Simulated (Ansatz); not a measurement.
# Sensitivity of the G0W0 gap of BaTiO3 (R3m)

A base run on BaTiO3 (R3m), then changed inputs.

Calculated with Ansatz 0.2.0; G0W0 on LDA, plane waves, PAW.

## Step 1: Set-up

Symmetry: R3m, No. 160, trigonal system. The conventional cell has a = 5.655 Å, b = 5.655 Å, c = 6.955 Å, α = 90.00°, β = 90.00°, γ = 120.00°. Ba has 12 O at 2.79 to 2.89 Å nearest. Nearest to Ti lie 6 O at 1.87 to 2.14 Å. Nearest to O lie 2 Ti at 1.87 to 2.14 Å and 4 Ba at 2.79 to 2.89 Å. Farther neighbours and most contacts between anions are not listed.

The cell and positions come from the Crystallography Open Database and are kept as given unless a step says otherwise. Spin-orbit coupling is left out unless a step names it. The default PAW set here is soft_1. Its files were made with PBE; for other functionals the partial waves and projectors stay those of PBE.

## Step 2: The base run: 4×4×4 mesh, 236 empty bands, screening to 138 eV

G0W0 replaces the xc potential by the self-energy, built once from these orbitals. Only a window of levels is corrected, while the sums run over the empty bands that the input names.

input.yaml

```yaml
crystal:
  lattice:
    - [2.8273666084, 1.6323808724, 2.3183934932]
    - [-2.8273666084, 1.6323808724, 2.3183934932]
    - [0.0, -3.2647617449, 2.3183934932]
  atoms:
    - { symbol: Ba, position: [0.0, 0.0, 0.0] }
    - { symbol: Ti, position: [0.4845, 0.4845, 0.4845] }
    - { symbol: O, position: [0.5086, 0.5086, 0.0175] }
    - { symbol: O, position: [0.0175, 0.5086, 0.5086] }
    - { symbol: O, position: [0.5086, 0.0175, 0.5086] }
kpoints:
  mp_grid: { grid: [4, 4, 4] }
hamiltonian:
  xc: lda
  pseudopotentials: { kind: paw, azcp: { folder: "./paw" } }
scf:
  occupations: { method: fixed }
gw:
  n_empty_bands: 236
  ecut_chi: 138
  qp_bands: [v2, c2]
  qp_kpoints: band_edges
  screening: { model: contour_deformation }
```

The run is started by

```bash
$ ansatz run input.yaml --threads 3 --pin off --max-ram 92160MiB --backend cuda --events-out ev --progress --plain --runs-dir out --devices 1 --max-vram 13GiB
```

Numbers of over 12 decimals in the logs are rounded to 6 here.

Output:

```text
Warning: <dir> the record states the generating functional pbe (its physics header spells it `PBE`), which answers neither for hamiltonian.xc's functional nor for the lda family's — results may be inconsistent (PPs are generated against a specific XC)
Warning: <dir> the record states the generating functional pbe (its physics header spells it `PBE`), which answers neither for hamiltonian.xc's functional nor for the lda family's — results may be inconsistent (PPs are generated against a specific XC)
Warning: <dir> the record states the generating functional pbe (its physics header spells it `PBE`), which answers neither for hamiltonian.xc's functional nor for the lda family's — results may be inconsistent (PPs are generated against a specific XC)
GPUs: using 1 of 1 available (devices: 1).
Engine: ansatz 0.2.0, x86_64-unknown-linux-gnu
Pseudopotentials: kind: paw
Pseudopotential: Ba, paw, valence charge 10, recommended cutoff 420 eV (normal), <dir>
Pseudopotential: Ti, paw, valence charge 12, recommended cutoff 420 eV (normal), <dir>
Pseudopotential: O, paw, valence charge 6, recommended cutoff 420 eV (normal), <dir>
Functional definition: SPW92
  exchange = slater_x
  correlation = pw_c
device memory: the entry about to start is reckoned to put 0.6 GiB on a device that reports 66.7 GiB free (of which the cap on the GPU budget leaves the run 13.0 GiB)
GPU FFT provider: cuFFT
GPU libraries: cuBLAS 13.8.2, cuFFT 12.4.0, cuSOLVER 12.3.4
Crystal: 5 atoms, lattice volume = 64.201 Å³
Basis set: ecut = 420 eV, 1237 PW (Γ)
Bands: 25, of which v1, the nominal top of the filled ones, is band 20 counted from 1 (19 counted from 0)
Symmetry: 6 space group operations
Space group: R3m (ITA 160), of the structure as read, at distance tolerance 4.0e-5 Å
k-points: 13 of 64 (time reversal used)
Non-local potential: Ba, projectors of the file, l = 0: 3, l = 1: 2, l = 2: 2, l = 3: 2
Non-local potential: Ti, projectors of the file, l = 0: 3, l = 1: 2, l = 2: 3, l = 3: 1
Non-local potential: O, projectors of the file, l = 0: 2, l = 1: 2, l = 2: 1
PAW form: soft (Blöchl's): semilocal exchange-correlation on the pseudo side does not see the compensation charge
PAW frozen core: Ba, regenerated for the run's functional, and the local potential with it (the file was generated under x = pbe(κ = 0.804, μ = 0.219515), c = pbe(β = 0.066725))
PAW frozen core: Ti, regenerated for the run's functional, and the local potential with it (the file was generated under x = pbe(κ = 0.804, μ = 0.219515), c = pbe(β = 0.066725))
PAW frozen core: O, regenerated for the run's functional, and the local potential with it (the file was generated under x = pbe(κ = 0.804, μ = 0.219515), c = pbe(β = 0.066725))
PAW one-centre angular grid: Ba, 194 points (default); XC on 64 Gauss nodes
[...]
E_vxc        = -549.301188  (∫ρ·V_xc dr)
  E_paw        = -6473.487251  (= ΣΔE_a)
  E_vpaw       = -347.775393  (= ΣTr[D̂ρ^β])
  E_aug_tail   = 0.002241  (compensation charges beyond the density's cutoff)
  E_ewald      = -2809.213684
  E_core_change = 0.899235  (= ΣΔE_core)
  E_smearing   = -0.000000  (= −TS)
  E_closure    = -0.000000  (closes the sum)
  Σ components = -9904.583849   (vs F -9904.583849, Δ=0.00e0)
--- Band table (eV; the first three rows and the last of 13) ---
  k-point 0: bands = [... 16 lower, 8.7190, 9.3230, 9.4671, 9.4671, 12.1724, 12.1724, 12.3276, 14.3943, ... 1 higher]
  k-point 1: bands = [... 16 lower, 8.3858, 8.6098, 9.1870, 9.2337, 12.2621, 12.8858, 12.9677, 14.3854, ... 1 higher]
  k-point 2: bands = [... 16 lower, 8.1369, 8.1936, 8.8900, 9.0296, 12.3296, 13.6160, 13.7113, 14.3554, ... 1 higher]
  k-point 12: bands = [... 16 lower, 7.5310, 9.8031, 9.8031, 9.8180, 14.1730, 14.3218, 14.3218, 16.4735, ... 1 higher]
--- G₀W₀: contour deformation, 6 samples at zero and on the imaginary axis and 1 off it, 64 q-points, 236 empty bands' worth ---
  eigenvalues of the whole cell's RPA ε∞ on this k-mesh (on a slab, of 1 + 4πα/V) = 5.3900, 5.8602, 5.8602; static W/v taken at q = 0 is 0.175497
  bands read: the sum over 256 bands ends inside a degenerate multiplet in 1 slot, whose members it reads at an even weight; the widest, k=12: bands 256 to 257 (counted from 1) at 1/2 each
  gw.qp_kpoints: band_edges: 9 of 13 stored k-points solved, in 1 pass; an edge of the gap read off the rows below is read off those points alone
    valence top: of the k-points left out ik 8 came nearest to being solved in a further pass, in band 20 (counted from 1, as in the quasiparticle table): it holds the edge there only if its correction is more favourable than any solved in that band by at least 0.461 eV; those differ by 0.074 eV
    conduction bottom: of the k-points left out ik 9 came nearest to being solved in a further pass, in band 21 (counted from 1, as in the quasiparticle table): it holds the edge there only if its correction is more favourable than any solved in that band by at least 0.976 eV; those differ by 0.045 eV
    ik  band        ε_KS         Σx   Σc(E_QP)       V_xc       Z   E_QP_lin       E_QP  E_QP is
     0    19      9.4671   -25.7743     4.1227   -21.4345  0.7306     9.2492     9.2500  root
     0    20      9.4671   -25.7743     4.1227   -21.4345  0.7306     9.2492     9.2500  root
     0    21     12.1724   -13.0308    -6.1556   -20.6661  0.7425    13.6927    13.6521  root
     0    22     12.1724   -13.0308    -6.1556   -20.6661  0.7425    13.6927    13.6521  root
     1    19      9.1870   -25.2030     4.0065   -20.9786  0.7285     8.9682     8.9691  root
     1    20      9.2337   -25.7688     4.2611   -21.2661  0.7285     8.9911     8.9922  root
     1    21     12.2621   -13.2466    -6.2079   -20.9404  0.7398    13.7901    13.7479  root
     1    22     12.8858   -13.9882    -6.4670   -21.9528  0.7251    14.4339    14.3835  root
[...]
12    19      9.8031   -25.7385     4.5981   -20.8824  0.7229     9.5440     9.5452  root
    12    20      9.8180   -25.7631     4.6091   -20.8952  0.7229     9.5580     9.5592  root
    12    21     14.1730   -14.6101    -7.6046   -23.7242  0.6871    15.7637    15.6824  root
    12    22     14.3218   -14.7070    -7.6951   -23.9194  0.6838    15.9230    15.8391  root
[key lines of the parts left out:]
SCF converged after 8 iterations
Free energy (F): -9904.583849 eV
Fermi energy:    9.818031 eV
```

Elapsed: 23 s, on 1 × NVIDIA H100 80GB HBM3 (shared by 6 runs) with 3 threads of AMD EPYC 7R13 (Zen 3), shared host; peak memory 1.2 GiB; 13 s of CPU time.

In the SCF lines HF is the Harris–Foulkes energy and dr2 the Hartree energy of the density residual, in eV; the loop may stop once dr2 is under the threshold and the program's other checks hold. Hψ counts applications of the Hamiltonian.

This step gave:

* bands summed: 256
* RPA ε∞ on this mesh (eigenvalues): 5.390, 5.860, 5.860
* plane waves in the screening matrix: 251
* q-points in the mesh: 64
* G0W0 gap on the mesh: 4.093 eV
* k of the valence top: -0.5, -0.5, -0.5
* k of the conduction bottom: 0, 0, 0
* starting gap on the mesh: 2.354 eV
* Z at the valence top: 0.7229
* Z at the conduction bottom: 0.7425
* least direct G0W0 gap on the computed points: 4.402 eV

The gap on the mesh goes from 2.35 eV to 4.09 eV, a correction of +1.74 eV. Between the two edge states, bare exchange in place of the xc potential would open the gap by 12.50 eV, and correlation takes back 10.76 eV.

## Step 3: Variant: all filled levels at the zone centre

input.yaml, as its differences from that of step 2:

```diff
@@ -19,6 +19,6 @@
 gw:
-  n_empty_bands: 236
-  ecut_chi: 138
-  qp_bands: [v2, c2]
-  qp_kpoints: band_edges
+  n_empty_bands: 145
+  ecut_chi: 100
+  qp_bands: [lowest, c2]
+  qp_kpoints: [[0, 0, 0]]
   screening: { model: contour_deformation }
```

Output:

```text
[...]
GPUs: using 1 of 1 available (devices: 1).
[...]
GPU FFT provider: cuFFT
GPU libraries: cuBLAS 13.8.2, cuFFT 12.4.0, cuSOLVER 12.3.4
Crystal: 5 atoms, lattice volume = 64.201 Å³
Basis set: ecut = 420 eV, 1237 PW (Γ)
Bands: 25, of which v1, the nominal top of the filled ones, is band 20 counted from 1 (19 counted from 0)
[... 1 set-up line as in the run before ...]
[...]
k-points: 13 of 64 (time reversal used)
[...]
GPU buffer pool allocated for 19683 grid points (all kernels)
[...]
SCF iter   1: F=—  HF=-9905.097852 eV  |F-HF|=—  |Δ(HF+E_count)|=         —  Δρ=5.59e-2  dr2=1.95e0  ethr=3.10e-3  ⟨swp⟩=4.8  Hψ=1256  notcnv=0  defer=25
[...]
SCF iter   8: F=-9904.583849 eV  HF=-9904.583849 eV  |F-HF|=7.15e-9  |Δ(HF+E_count)|=   4.76e-8  Δρ=6.16e-6  dr2=1.71e-8  ethr=2.50e-10  ⟨swp⟩=8.5  Hψ=1296  notcnv=0
SCF 1 converged in 8 iterations: F = -9904.583849 eV  dr2 = 1.71e-8
[...]
NSCF: frozen V_eff on 13 k-points, pencils in batches of 32, up to order 100
[...]
NSCF: frozen V_eff on 13 k-points
G₀W₀ screening: q 1/13
[... further progress lines ...]
[...]
SCF converged after 8 iterations
Free energy (F): -9904.583849 eV
[...]
Internal energy: -9904.583849 eV  (E = F + TS)
E sigma→0 (E₀):  -9904.583849 eV
Fermi energy:    9.818031 eV
[...]
--- Band table (eV; the first three rows and the last of 13) ---
  k-point 0: bands = [... 16 lower, 8.7190, 9.3230, 9.4671, 9.4671, 12.1724, 12.1724, 12.3276, 14.3943, ... 1 higher]
  k-point 1: bands = [... 16 lower, 8.3858, 8.6098, 9.1870, 9.2337, 12.2621, 12.8858, 12.9677, 14.3854, ... 1 higher]
  k-point 2: bands = [... 16 lower, 8.1369, 8.1936, 8.8900, 9.0296, 12.3296, 13.6160, 13.7113, 14.3554, ... 1 higher]
  k-point 12: bands = [... 16 lower, 7.5310, 9.8031, 9.8031, 9.8180, 14.1730, 14.3218, 14.3218, 16.4735, ... 1 higher]
[...]
`?` marks the rows in doubt; gw_qp.tsv's column doubts and the gw_qp event give each row's grounds
[...]
0     1    -45.7622   -47.7266    15.5780   -30.7399  0.5874   -47.2304   -47.1709  root ?
     0     2    -22.3568   -39.2388     9.6791   -28.7338  0.6276   -23.2020   -23.1827  root
     0     3    -22.3568   -39.2388     9.6791   -28.7338  0.6276   -23.2020   -23.1827  root
     0     4    -22.3465   -39.2010     9.6637   -28.7483  0.6313   -23.1538   -23.1354  root
     0     5    -14.7526   -30.9037     8.5713   -21.7871  0.7214   -15.3112   -15.2979  root
     0     6     -6.6583   -32.7045    10.4484   -21.2573  0.6290    -7.6959    -7.6571  root
     0     7     -5.9628   -33.2024    10.3579   -21.7299  0.6578    -7.0961    -7.0774  root
     0     8     -5.9628   -33.2024    10.3579   -21.7299  0.6578    -7.0961    -7.0774  root
     0     9      0.0936   -23.6321     4.0776   -18.4836  0.7762    -1.0111    -0.9773  root
[...]
0    19      9.4671   -25.7743     4.2889   -21.4345  0.7338     9.4161     9.4162  root
     0    20      9.4671   -25.7743     4.2889   -21.4345  0.7338     9.4161     9.4162  root
     0    21     12.1724   -13.0308    -5.9995   -20.6661  0.7446    13.8591    13.8082  root
     0    22     12.1724   -13.0308    -5.9995   -20.6661  0.7446    13.8591    13.8082  root
```

Wall time 21 s (1 × NVIDIA H100 80GB HBM3 (shared by 6 runs) with 3 threads); peak memory 1.1 GiB.

Absolute levels on the run's own zero. QP, by row:

| k index | band | KS (eV) | Sigma_x (eV) | Sigma_c (eV) | Vxc (eV) | Z | QP linearised (eV) | QP (eV) | source | doubts |
| --- | --- | --- | --- | --- | --- | --- | --- | --- | --- | --- |
| 0 | 1 | -45.76 | -47.73 | 15.58 | -30.74 | 0.5874 | -47.23 | -47.17 | root | z_under_floor |
| 0 | 2 | -22.36 | -39.24 | 9.679 | -28.73 | 0.6276 | -23.2 | -23.18 | root |  |
| 0 | 3 | -22.36 | -39.24 | 9.679 | -28.73 | 0.6276 | -23.2 | -23.18 | root |  |
| 0 | 4 | -22.35 | -39.2 | 9.664 | -28.75 | 0.6313 | -23.15 | -23.14 | root |  |
| 0 | 5 | -14.75 | -30.9 | 8.571 | -21.79 | 0.7214 | -15.31 | -15.3 | root |  |
| 0 | 6 | -6.658 | -32.7 | 10.45 | -21.26 | 0.629 | -7.696 | -7.657 | root |  |
| 0 | 7 | -5.963 | -33.2 | 10.36 | -21.73 | 0.6578 | -7.096 | -7.077 | root |  |
| 0 | 8 | -5.963 | -33.2 | 10.36 | -21.73 | 0.6578 | -7.096 | -7.077 | root |  |
| 0 | 9 | 0.0936 | -23.63 | 4.078 | -18.48 | 0.7762 | -1.011 | -0.9773 | root |  |
| 0 | 10 | 0.0936 | -23.63 | 4.078 | -18.48 | 0.7762 | -1.011 | -0.9773 | root |  |
| 0 | 11 | 0.097 | -23.63 | 4.066 | -18.5 | 0.7746 | -1.005 | -0.9742 | root |  |
| 0 | 12 | 7.634 | -25.39 | 4.892 | -20.23 | 0.7179 | 7.364 | 7.366 | root |  |
| 0 | 13 | 7.634 | -25.39 | 4.892 | -20.23 | 0.7179 | 7.364 | 7.366 | root |  |
| 0 | 14 | 7.634 | -25.35 | 4.873 | -20.2 | 0.7187 | 7.364 | 7.366 | root |  |
| 0 | 15 | 8.481 | -24.39 | 4.656 | -19.57 | 0.7107 | 8.322 | 8.322 | root |  |
| 0 | 16 | 8.481 | -24.39 | 4.656 | -19.57 | 0.7107 | 8.322 | 8.322 | root |  |
| 0 | 17 | 8.719 | -24.63 | 4.833 | -19.61 | 0.7153 | 8.53 | 8.531 | root |  |
| 0 | 18 | 9.323 | -25.01 | 3.938 | -21.05 | 0.7324 | 9.297 | 9.297 | root |  |
| 0 | 19 | 9.467 | -25.77 | 4.289 | -21.43 | 0.7338 | 9.416 | 9.416 | root |  |
| 0 | 20 | 9.467 | -25.77 | 4.289 | -21.43 | 0.7338 | 9.416 | 9.416 | root |  |
| 0 | 21 | 12.17 | -13.03 | -6 | -20.67 | 0.7446 | 13.86 | 13.81 | root |  |
| 0 | 22 | 12.17 | -13.03 | -6 | -20.67 | 0.7446 | 13.86 | 13.81 | root |  |

Against the base:

| setting | base | variant |
| --- | --- | --- |
| empty bands | 236 | 145 |
| screening cutoff (eV) | 138 | 100 |
| levels asked | v2 to c2 | lowest to c2 |
| points asked | band edges | [[0, 0, 0]] |

## Step 4: What came out

```json
{"base": "4.09 eV, 23 s", "all filled levels at the zone centre": "direct gap at the listed points 4.39 eV, 21 s"}
```

In words: All filled levels at the zone centre: only the listed points were computed; the least direct gap there is 4.39 eV, with empty bands, screening cutoff, levels asked and points asked changed against the base. All runs here use a coarse mesh and modest cutoffs; they test settings and are not final values. The 4×4×4 mesh is coarse for this cell (its supercell is 16 Å along the shortest edge). The RPA ε∞ on it, from the LDA start, is 5.39 and 5.86; such meshes misread the long-range screening, most where the gap is narrow. The many-body steps are scalar-relativistic: spin-orbit coupling is not in them.

[Paths, hosts, dates, memory and timing lines, banners, echoed tables and standing remarks are left out of the program output.]

[Logs are printed without paths, hosts, clocks, repeated set-up lines and the standing remarks that a program may print on its own settings, such as how far it seeks lower states.]

[Runs of the session that timed out or met a known fault of the program may be left out.]

[Cells called generated may have been cut or substituted from an entry of the Crystallography Open Database or the Materials Project.]

[Hosts, paths, dates, database ids (printed as entryN), source tags and the programs' standing remarks are cut or masked in the printed files.]
